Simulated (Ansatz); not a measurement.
# What LiZnF3 (model cell, started as cubic perovskite with Zn in the octahedra) distorts into

Wanted: the energy along a soft mode of LiZnF3 (model cell, started as cubic perovskite with Zn in the octahedra) and the structure at the end.

Method: DFT PBEsol, scalar-relativistic, plane waves, PAW; PAW set soft_1, in Ansatz 0.2.0.

The structure was built from a prototype and need not be the compound's stable phase.

## (1) Set-up

It takes space group Pm-3m (No. 221, cubic). The conventional cell has a = 3.968 Å, b = 3.968 Å, c = 3.968 Å, α = 90.00°, β = 90.00°, γ = 90.00°. Nearest to Li lie 12 F at 2.81 Å. Nearest to Zn lie 6 F at 1.98 Å. Nearest to F lie 2 Zn at 1.98 Å. Farther neighbours and most contacts between anions are not listed.

## (2) Phonons on a q mesh

The cell comes from relaxations at this level that are not shown. Stability and thermal properties need the whole zone. Linear response on a 4×4×4 q mesh gives force constants as far as a supercell of that size would, and the tensors from the zone-centre run are typed in so that the long-range dipole term is interpolated apart.

The input, input.yaml:

```yaml
crystal:
  lattice:
    - [3.9677040432, 0.0, 0.0]
    - [0.0, 3.9677040432, 0.0]
    - [0.0, 0.0, 3.9677040432]
  atoms:
    - { symbol: Li, position: [0.0, 0.0, 0.0] }
    - { symbol: Zn, position: [0.5, 0.5, 0.5] }
    - { symbol: F, position: [0.5, 0.5, 0.0] }
    - { symbol: F, position: [0.5, 0.0, 0.5] }
    - { symbol: F, position: [0.0, 0.5, 0.5] }
kpoints:
  mp_grid: { grid: [8, 8, 8] }
hamiltonian:
  xc: pbesol
  pseudopotentials: { kind: paw, azcp: { folder: soft_1 }, xc_functional: pbe }
scf:
  occupations: { method: fixed }
output:
  eigenvalues: true
phonons:
  method: dfpt
  qmesh: [4, 4, 4]
  temperatures: { t_max: 1000, t_step: 50 }
  qpath:
    path:
      - [[0.0, 0.0, 0.0], [0.0, 0.5, 0.0], [0.5, 0.5, 0.0], [0.0, 0.0, 0.0], [0.5, 0.5, 0.5], [0.0, 0.5, 0.0]]
      - [[0.5, 0.5, 0.5], [0.5, 0.5, 0.0]]
    npoints: 10
  non_analytic_term:
    high_frequency_dielectric_tensor: [[2.29, 0.0, 0.0], [0.0, 2.29, 0.0], [0.0, 0.0, 2.29]]
    born_effective_charges:
      - { species: Li, tensor: [[1.2076, 0.0, 0.0], [0.0, 1.2076, 0.0], [0.0, 0.0, 1.2076]] }
      - { species: Zn, tensor: [[2.2074, 0.0, 0.0], [0.0, 2.2074, 0.0], [0.0, 0.0, 2.2074]] }
      - { species: F, tensor: [[-0.8576, 0.0, 0.0], [0.0, -0.8576, 0.0], [0.0, 0.0, -1.6999]] }
      - { species: F, tensor: [[-0.8576, 0.0, 0.0], [0.0, -1.6999, 0.0], [0.0, 0.0, -0.8576]] }
      - { species: F, tensor: [[-1.6999, 0.0, 0.0], [0.0, -0.8576, 0.0], [0.0, 0.0, -0.8576]] }
    source: "zone-centre run at this cell"
```

The run is started by

```console
$ ansatz run input.yaml --threads 4 --pin off --max-ram 16384MiB --backend cpu --events-out ev --progress --plain --runs-dir out
```

Numbers of over 12 decimals in the logs are rounded to 6 here.

The program printed:

```text
Engine: ansatz 0.2.0, x86_64-unknown-linux-gnu
Pseudopotentials: kind: paw
Pseudopotential: Li, paw, valence charge 3, recommended cutoff 420 eV (normal), soft_1/Li.paw.azcp
Pseudopotential: Zn, paw, valence charge 12, recommended cutoff 420 eV (normal), soft_1/Zn.paw.azcp
Pseudopotential: F, paw, valence charge 7, recommended cutoff 420 eV (normal), soft_1/F.paw.azcp
Functional definition: PBEsol
  exchange = pbesol_x
  correlation = pbesol_c
Crystal: 5 atoms, lattice volume = 62.462 Å³
Basis set: ecut = 420 eV, 1213 PW (Γ), exchange–correlation on 54×54×54 points (8 copies of the dense FFT grid, shifted against one another)
Bands: 23, of which v1, the nominal top of the filled ones, is band 18 counted from 1 (17 counted from 0)
Symmetry: 48 space group operations
k-points: 35 of 512
Non-local potential: Li, projectors of the file, l = 0: 3, l = 1: 2, l = 2: 1
Non-local potential: Zn, projectors of the file, l = 0: 2, l = 1: 2, l = 2: 3, l = 3: 1
Non-local potential: F, projectors of the file, l = 0: 2, l = 1: 2, l = 2: 1
PAW form: soft (Blöchl's): semilocal exchange-correlation on the pseudo side does not see the compensation charge
PAW frozen core: Zn, regenerated for the run's functional, and the local potential with it (the file was generated under x = pbe(κ = 0.804, μ = 0.219515), c = pbe(β = 0.066725))
PAW frozen core: F, regenerated for the run's functional, and the local potential with it (the file was generated under x = pbe(κ = 0.804, μ = 0.219515), c = pbe(β = 0.066725))
PAW one-centre angular grid: Li, 110 points (default); XC on 64 Gauss nodes
PAW one-centre angular grid: Zn, 590 points (default); XC on 64 Gauss nodes
PAW one-centre angular grid: F, 110 points (default); XC on 64 Gauss nodes
Initial density: superposition of atomic densities (chi_scale 0.1, normalization cell, long waves kept (reshape's long-wave potential 0.03 eV rms))
Initial wavefunctions: pseudopotential atomic-orbital guess
Functional: x = pbesol(κ = 0.804, μ = 0.123457), c = pbesol(β = 0.046)
SCF iter   1: F=—  HF=-5893.265848 eV  |F-HF|=—  |Δ(HF+E_count)|=         —  Δρ=1.82e-1  dr2=1.26e1  ethr=3.10e-3  ⟨swp⟩=4.3  Hψ=3681  notcnv=0  defer=69
preconditioner: auto → Resta (q_TF=auto, 2.489 Å⁻¹)  ε∞=3.7  [insulator: Δε(μ)=2.900 eV  Ē_g=16.802 eV  n_scr=18 (ndim 8)  ℏωp=27.4 eV  f_vac=0.010  ε∞_Penn≈3.7]
SCF iter   2: F=—  HF=-5888.911449 eV  |F-HF|=—  |Δ(HF+E_count)|=    4.35e0  Δρ=4.01e-2  dr2=8.04e-1  ethr=3.10e-3  ⟨swp⟩=3.0  Hψ=2324  notcnv=0  defer=85
SCF iter   3: F=—  HF=-5888.465744 eV  |F-HF|=—  |Δ(HF+E_count)|=   4.46e-1  Δρ=2.14e-2  dr2=3.11e-1  ethr=2.23e-3  ⟨swp⟩=2.0  Hψ=1640  notcnv=0  defer=97
SCF iter   4: F=—  HF=-5888.415332 eV  |F-HF|=—  |Δ(HF+E_count)|=   5.04e-2  Δρ=1.06e-2  dr2=2.82e-2  ethr=8.64e-4  ⟨swp⟩=2.4  Hψ=1364  notcnv=0  defer=96
SCF iter   5: F=—  HF=-5888.447899 eV  |F-HF|=—  |Δ(HF+E_count)|=   3.26e-2  Δρ=6.99e-3  dr2=1.81e-2  ethr=7.84e-5  ⟨swp⟩=2.9  Hψ=1691  notcnv=0  defer=100
SCF iter   6: F=—  HF=-5888.441583 eV  |F-HF|=—  |Δ(HF+E_count)|=   6.32e-3  Δρ=3.16e-3  dr2=3.30e-3  ethr=5.02e-5  ⟨swp⟩=2.2  Hψ=1318  notcnv=0  defer=100
SCF iter   7: F=—  HF=-5888.441177 eV  |F-HF|=—  |Δ(HF+E_count)|=   4.07e-4  Δρ=6.68e-4  dr2=1.96e-4  ethr=9.16e-6  ⟨swp⟩=2.1  Hψ=1344  notcnv=0  defer=101
SCF iter   8: F=—  HF=-5888.441201 eV  |F-HF|=—  |Δ(HF+E_count)|=   2.38e-5  Δρ=8.66e-5  dr2=6.00e-6  ethr=5.43e-7  ⟨swp⟩=2.0  Hψ=1350  notcnv=0  defer=101
SCF iter   9: F=—  HF=-5888.441202 eV  |F-HF|=—  |Δ(HF+E_count)|=   1.92e-6  Δρ=2.42e-5  dr2=2.68e-7  ethr=1.67e-8  ⟨swp⟩=2.4  Hψ=1296  notcnv=0  defer=36
SCF iter  10: F=—  HF=-5888.441203 eV  |F-HF|=—  |Δ(HF+E_count)|=   1.70e-7  Δρ=2.29e-6  dr2=2.65e-9  ethr=7.43e-10  ⟨swp⟩=2.0  Hψ=1370  notcnv=0  defer=35
SCF iter  11: F=—  HF=-5888.441203 eV  |F-HF|=—  |Δ(HF+E_count)|=   3.82e-9  Δρ=4.82e-7  dr2=1.03e-10  ethr=7.37e-12  ⟨swp⟩=2.0  Hψ=1394  notcnv=0  defer=35
SCF iter  12: F=-5888.441203 eV  HF=-5888.441203 eV  |F-HF|=1.36e-11  |Δ(HF+E_count)|=  2.53e-10  Δρ=1.08e-7  dr2=7.15e-12  ethr=1.00e-12  ⟨swp⟩=11.1  Hψ=4647  notcnv=0
SCF 1 converged in 12 iterations: F = -5888.441203 eV  dr2 = 7.15e-12
  greatest PAW one-centre occupation: 0.999 electrons in one spin orbital (limit 2), on the Li atom at site 0 (counted from 0), in its partial waves of l = 0
NSCF: frozen V_eff on 35 k-points
NSCF: frozen V_eff on 125 k-points
DFPT response loops at q = (0, 0, 0) (fractional): preconditioner auto → none (the input reference at scf.mixing.eps_inf says where Resta's filter doesn't serve); β = 0.50; Broyden in place of MSR1
NSCF: frozen V_eff on 400 k-points
DFPT response loops at q = (0, 0, 0.25) (fractional): mixed as the last ones told, above
NSCF: frozen V_eff on 250 k-points
DFPT response loops at q = (0, 0, -0.5) (fractional): mixed as the last ones told, above
NSCF: frozen V_eff on 640 k-points
DFPT response loops at q = (0, 0.25, 0.25) (fractional): mixed as the last ones told, above
NSCF: frozen V_eff on 400 k-points
DFPT response loops at q = (0, 0.25, -0.5) (fractional): mixed as the last ones told, above
NSCF: frozen V_eff on 250 k-points
DFPT response loops at q = (0, -0.5, -0.5) (fractional): mixed as the last ones told, above
NSCF: frozen V_eff on 1024 k-points
DFPT response loops at q = (0.25, 0.25, 0.25) (fractional): mixed as the last ones told, above
NSCF: frozen V_eff on 640 k-points
DFPT response loops at q = (0.25, 0.25, -0.5) (fractional): mixed as the last ones told, above
NSCF: frozen V_eff on 400 k-points
DFPT response loops at q = (0.25, -0.5, -0.5) (fractional): mixed as the last ones told, above
NSCF: frozen V_eff on 250 k-points
DFPT response loops at q = (-0.5, -0.5, -0.5) (fractional): mixed as the last ones told, above
SCF converged after 12 iterations
Free energy (F): -5888.441203 eV
Harris-Foulkes:  -5888.441203 eV  (|F-HF|=1.36e-11)
Internal energy: -5888.441203 eV  (E = F + TS)
E sigma→0 (E₀):  -5888.441203 eV
Fermi energy:    2.616982 eV
--- Per-component energies (eV) ---
  E_band       = -217.983533
  E_kinetic    = 753.081377
  E_local      = -4452.989431  (includes V_loc(G=0)·N_el)
  E_nonlocal   = 1073.921020
  E_hartree    = 1712.264893
  E_xc         = -312.712639
  E_vxc        = -354.652487  (∫ρ·V_xc dr)
  E_paw        = -2481.889139  (= ΣΔE_a)
  E_vpaw       = -661.875802  (= ΣTr[D̂ρ^β])
  E_aug_tail   = 0.002100  (compensation charges beyond the density's cutoff)
  E_ewald      = -2181.044068
  E_core_change = 0.924684  (= ΣΔE_core)
  E_smearing   = -0.000000  (= −TS)
  E_closure    = -0.000000  (closes the sum)
  Σ components = -5888.441203   (vs F -5888.441203, Δ=0.00e0)
--- Band table (eV; the first three rows and the last of 35) ---
  k-point 0: bands = [... 14 lower, 0.1672, 0.2433, 0.2433, 0.2433, 5.6968, 10.1296, 13.4353, 13.4353, ... 1 higher]
  k-point 1: bands = [... 14 lower, 0.2010, 0.2898, 0.2898, 0.3809, 5.9815, 10.2676, 12.5777, 13.3930, ... 1 higher]
  k-point 2: bands = [... 14 lower, 0.2220, 0.4316, 0.4316, 0.6652, 6.7213, 10.4838, 11.6454, 13.2884, ... 1 higher]
  k-point 34: bands = [... 14 lower, 0.7927, 0.7927, 2.6170, 2.6170, 10.5318, 11.9437, 11.9437, 11.9437, ... 1 higher]
--- Phonons (Γ-DFPT): 4 representative perturbations + reference (Σ response iterations 15) ---
  ASR residual: 2.630e-4 → 0.000e0 eV/Å²; symmetrization residual: 1.250e-6 eV/Å²
  ASR residual per site (eV/Å²): 1.99e-4 2.63e-4 9.51e-5 9.51e-5 9.51e-5
  Γ frequencies (cm⁻¹): -231.11 -231.11 -231.11 -40.21 -40.21 -40.21 0.00 0.00 0.00 187.72 187.72 187.72 488.99 488.99 488.99
--- Phonons (arbitrary-q DFPT): 10 irreducible q on the 4×4×4 mesh ---
  q = [0.0000, 0.0000, 0.0000] (star 1, of the zone-centre solve; hermiticity 1.77e-7, symmetrization 2.91e-13): -231.11 -231.11 -231.11 -40.21 -40.21 -40.21 -0.00 0.00 0.00 187.72 187.72 187.72 488.99 488.99 488.99
  q = [0.0000, 0.0000, 0.2500] (star 6, 9 solved perturbations in 1560 linear systems a pass and spin channel, the states on 200 of 512 k-point pairs; hermiticity 1.65e-7, symmetrization 3.34e-13): -223.70 -223.70 -45.45 -45.45 17.03 70.75 70.75 118.39 163.57 173.61 173.61 254.73 487.56 487.56 548.97
  q = [0.0000, 0.0000, -0.5000] (star 3, 9 solved perturbations in 975 linear systems a pass and spin channel, the states on 125 of 512 k-point pairs; hermiticity 2.11e-7, symmetrization 4.63e-13): -215.31 -215.31 -58.87 -58.87 46.16 131.60 131.60 135.66 135.66 167.61 180.31 291.32 486.09 486.09 520.18
  q = [0.0000, 0.2500, 0.2500] (star 12, 9 solved perturbations in 2460 linear systems a pass and spin channel, the states on 320 of 512 k-point pairs; hermiticity 1.49e-7, symmetrization 6.98e-14): -220.16 -214.75 -118.56 -103.16 48.37 61.93 109.43 137.35 159.88 171.33 247.42 269.53 433.43 486.22 559.94
  q = [0.0000, 0.2500, -0.5000] (star 12, 15 solved perturbations on 200 of 512 k-point pairs; hermiticity 2.08e-7, symmetrization 4.53e-14): -212.63 -204.04 -158.33 -122.13 25.14 110.96 126.37 130.04 163.28 199.53 266.24 300.45 405.14 484.84 548.27
  q = [0.0000, -0.5000, -0.5000] (star 3, 9 solved perturbations in 975 linear systems a pass and spin channel, the states on 125 of 512 k-point pairs; hermiticity 2.18e-7, symmetrization 1.91e-13): -208.06 -208.06 -189.19 -161.13 78.70 78.70 118.22 174.01 174.01 221.67 310.51 310.51 350.37 483.56 545.69
  q = [0.2500, 0.2500, 0.2500] (star 8, 4 solved perturbations in 1376 linear systems a pass and spin channel, the states on 512 of 512 k-point pairs; hermiticity 1.88e-7, symmetrization 2.23e-13): -219.12 -219.12 -123.93 -116.69 -91.62 -91.62 162.95 162.95 163.82 237.87 237.87 279.80 431.85 431.85 572.46
  q = [0.2500, 0.2500, -0.5000] (star 12, 9 solved perturbations in 2460 linear systems a pass and spin channel, the states on 320 of 512 k-point pairs; hermiticity 1.70e-7, symmetrization 1.04e-13): -218.15 -201.10 -184.21 -134.42 -107.37 -85.71 163.35 192.82 205.86 223.59 272.35 296.31 391.07 430.26 568.89
  q = [0.2500, -0.5000, -0.5000] (star 6, 9 solved perturbations in 1560 linear systems a pass and spin channel, the states on 200 of 512 k-point pairs; hermiticity 1.44e-7, symmetrization 2.73e-13): -212.19 -212.19 -206.67 -161.47 -119.24 -119.24 192.98 218.55 218.55 245.25 294.08 294.08 350.10 412.82 571.61
  q = [-0.5000, -0.5000, -0.5000] (star 1, 4 solved perturbations in 350 linear systems a pass and spin channel, the states on 125 of 512 k-point pairs; hermiticity 5.00e-8, symmetrization 1.64e-13): -220.18 -220.18 -220.18 -161.80 -161.80 -161.80 256.31 256.31 256.31 264.55 264.55 264.55 349.82 349.82 578.83
  sum rule: each row above includes the acoustic sum rule's correction from the zone centre's row sums; it moved no ω² by more than (2.79 cm⁻¹)²
  mesh force constants: q→R imaginary residual 7.26e-19; ASR residual 2.630e-4 → 0.000e0 eV/Å²; symmetrization residual 8.882e-15 eV/Å²
  interpolated dispersion: 63 rows × 15 modes
  density of states and harmonic sums: on the 16×16×16 q-mesh, interpolated from the force constants of a 4×4×4 supercell (with the dipole–dipole term of supplied tensors)
  largest difference from the sums on the solved wave vectors: F 6.65e-2 eV, S 8.86e-5 and C_V 2.21e-5 eV/K
  zero-point energy: 0.167330 eV/cell   skipped modes (ω ≤ 0): 853, of them read as no rigid motion or as one in doubt: 850 (5.177e0 modes/cell left out, lowest -231.11 cm⁻¹)   left out of the sums: 3.45e-1 of the cell's modes: C_V's classical limit lies that fraction below 3 k_B per atom; for a crystal, a wire or a layer, F and S can be off by more, and a phonons.interpolated_qmesh denser along its periods is the remedy for the sampling
```

It took 6.4 min on 4 threads of Intel Xeon Platinum 8375C at 2.90GHz (Ice Lake), shared host; peak memory 2 GiB; 24 min of CPU time.

This step gave:

- gap on the k-mesh: 3.080 eV
- volume per atom: 12.49 Å³
- sum-rule residual before enforcement: 2.63e-4 eV/Å²
- lowest frequency on the path: -231.1 cm⁻¹
- point group: m-3m
- highest frequency on the path or at a solved wavevector: 578.8 cm⁻¹
- highest optical mode at the zone centre (no LO-TO term): 489.0 cm⁻¹
- lowest optical zone-centre mode: -231.1 cm⁻¹
- lowest mode on the q mesh (acoustic modes at Γ apart): -231.1 cm⁻¹

Frequencies (cm⁻¹) solved at each irreducible wavevector; negative means imaginary. Frequencies by wavevector, by row:

| q in reciprocal lattice units | star | mode 1 | mode 2 | mode 3 | mode 4 | mode 13 | mode 14 | mode 15 |
| --- | --- | --- | --- | --- | --- | --- | --- | --- |
| 0 0 0 | 1 | -231.1 | -231.1 | -231.1 | -40.2 | 489 | 489 | 489 |
| 0 0 0.25 | 6 | -223.7 | -223.7 | -45.5 | -45.5 | 487.6 | 487.6 | 549 |
| 0 0 -0.5 | 3 | -215.3 | -215.3 | -58.9 | -58.9 | 486.1 | 486.1 | 520.2 |
| 0 0.25 0.25 | 12 | -220.2 | -214.8 | -118.6 | -103.2 | 433.4 | 486.2 | 559.9 |
| 0 0.25 -0.5 | 12 | -212.6 | -204 | -158.3 | -122.1 | 405.1 | 484.8 | 548.3 |
| 0 -0.5 -0.5 | 3 | -208.1 | -208.1 | -189.2 | -161.1 | 350.4 | 483.6 | 545.7 |
| 0.25 0.25 0.25 | 8 | -219.1 | -219.1 | -123.9 | -116.7 | 431.9 | 431.9 | 572.5 |
| 0.25 0.25 -0.5 | 12 | -218.2 | -201.1 | -184.2 | -134.4 | 391.1 | 430.3 | 568.9 |
| 0.25 -0.5 -0.5 | 6 | -212.2 | -212.2 | -206.7 | -161.5 | 350.1 | 412.8 | 571.6 |
| -0.5 -0.5 -0.5 | 1 | -220.2 | -220.2 | -220.2 | -161.8 | 349.8 | 349.8 | 578.8 |

Interpolated from a 4×4×4 q mesh, with the LO-TO term (at Γ the limit along the path; where Γ stands inside the path, tables give the limit on arrival). Phonon branches along the path, in cm⁻¹:

| point | branch 1 | branch 2 | branch 3 | branch 4 | branch 12 | branch 13 | branch 14 | branch 15 |
| --- | --- | --- | --- | --- | --- | --- | --- | --- |
| Γ | -231 | -231 | -40 | -40 | 239 | 489 | 489 | 571 |
| halfway | -224 | -224 | -45 | -45 | 255 | 488 | 488 | 549 |
| X | -215 | -215 | -59 | -59 | 291 | 486 | 486 | 520 |
| halfway | -213 | -204 | -158 | -122 | 300 | 405 | 485 | 548 |
| M | -208 | -208 | -189 | -161 | 310 | 350 | 484 | 546 |
| halfway | -220 | -215 | -119 | -103 | 270 | 433 | 486 | 560 |
| Γ | -231 | -231 | -40 | -40 | 239 | 489 | 489 | 571 |
| halfway | -219 | -219 | -124 | -117 | 280 | 432 | 432 | 572 |
| R | -220 | -220 | -220 | -162 | 264 | 350 | 350 | 579 |
| halfway | -218 | -201 | -184 | -134 | 296 | 391 | 430 | 569 |
| X | -215 | -215 | -59 | -59 | 291 | 486 | 486 | 520 |
| jump to R | -220 | -220 | -220 | -162 | 264 | 350 | 350 | 579 |
| halfway | -212 | -212 | -207 | -162 | 294 | 350 | 413 | 572 |
| M | -208 | -208 | -189 | -161 | 310 | 350 | 484 | 546 |

Symmetry leaves 10 wavevectors to solve. The lowest mode among them, the acoustic zeros apart, lies at Γ and is imaginary, 231.1i cm⁻¹, so the energy falls along it.

## (3) The mode frozen in, largest atomic shift 0 Å

The mode followed lies at q = (-0.5, -0.5, -0.5) with frequency 220.2i cm⁻¹ and is 3-fold degenerate, one of the unstable modes though not the softest. At small amplitude the distorted cell has space group no. 139 by a symmetry search on the positions. The undistorted cell that holds it gives the zero of energy on the same k mesh.

System of this step: LiZnF3 (model cell, started as cubic perovskite with Zn in the octahedra). The structure is cubic, space group Pm-3m (No. 221). Conventional cell: a = 3.968 Å, b = 3.968 Å, c = 3.968 Å, α = 90.00°, β = 90.00°, γ = 90.00°. Nearest to Li lie 12 F at 2.81 Å. Zn has 6 F at 1.98 Å nearest. F has 2 Zn at 1.98 Å nearest. Farther neighbours and most contacts between anions are not listed.

The input, input.yaml:

```yaml
crystal:
  lattice:
    - [3.9677040432, 3.9677040432, 0.0]
    - [3.9677040432, 0.0, 3.9677040432]
    - [3.9677040432, 0.0, -3.9677040432]
  atoms:
    - { symbol: Li, position: [0.0, 0.0, 0.0] }
    - { symbol: Li, position: [0.0, 0.5, 0.5] }
    - { symbol: Zn, position: [0.5, 0.25, 0.75] }
    - { symbol: Zn, position: [0.5, 0.75, 0.25] }
    - { symbol: F, position: [0.5, 0.0, 0.0] }
    - { symbol: F, position: [0.5, 0.5, 0.5] }
    - { symbol: F, position: [0.0, 0.5, 0.0] }
    - { symbol: F, position: [0.0, 0.0, 0.5] }
    - { symbol: F, position: [0.5, 0.0, 0.5] }
    - { symbol: F, position: [0.5, 0.5, 0.0] }
kpoints:
  mp_grid: { grid: [6, 6, 6] }
hamiltonian:
  xc: pbesol
  pseudopotentials: { kind: paw, azcp: { folder: soft_1 }, xc_functional: pbe }
scf:
  occupations: { method: gaussian, width: 0.02 }
output:
  forces: true
  stress: true
  eigenvalues: true
```

The program printed:

```text
[...]
Crystal: 10 atoms, lattice volume = 124.925 Å³
Basis set: ecut = 420 eV, 2421 PW (Γ), exchange–correlation on 80×80×80 points (8 copies of the dense FFT grid, shifted against one another)
Bands: 46, of which v1, the nominal top of the filled ones, is band 36 counted from 1 (35 counted from 0)
Symmetry: 96 space group operations
[...]
k-points: 16 of 216
[...]
k-point 0: bands = [... 32 lower, 0.7927, 0.7927, 2.6170, 2.6170, 5.6968, 10.1296, 10.5318, 11.9437, ... 3 higher]
  k-point 1: bands = [... 32 lower, 0.7061, 0.7484, 2.4406, 2.4406, 6.0672, 10.3178, 10.4885, 11.0662, ... 3 higher]
  k-point 2: bands = [... 32 lower, 0.8965, 0.8965, 1.9958, 1.9958, 6.9795, 9.4134, 10.7822, 11.1086, ... 3 higher]
  k-point 15: bands = [... 32 lower, 0.6220, 0.6832, 1.5066, 2.2932, 8.6709, 9.4272, 9.5021, 9.8123, ... 3 higher]
[key lines of the parts left out:]
SCF converged after 10 iterations
Free energy (F): -11776.882432 eV
Fermi energy:    4.156968 eV
P = ⅓ Tr σ = -0.0068 GPa (-0.068 kbar)
```

Run time: 1.6 s. Hardware: 4 threads; peak memory 0.54 GiB; 5.3 s of CPU time.

Numbers from this step:

| Item | Value |
| --- | --- |
| pressure | -0.006791 GPa |
| energy from the undistorted cell | 0 meV/atom |

At this level the gap is 3.08 eV on the k-mesh of the self-consistent run, which can miss the band edges.

[end of part 1 of 3]

[Logs are printed without paths, hosts, clocks, repeated set-up lines and the standing remarks that a program may print on its own settings, such as how far it seeks lower states.]

[Hosts, paths, dates, database ids (printed as entryN), source tags and the programs' standing remarks are cut or masked in the printed files.]
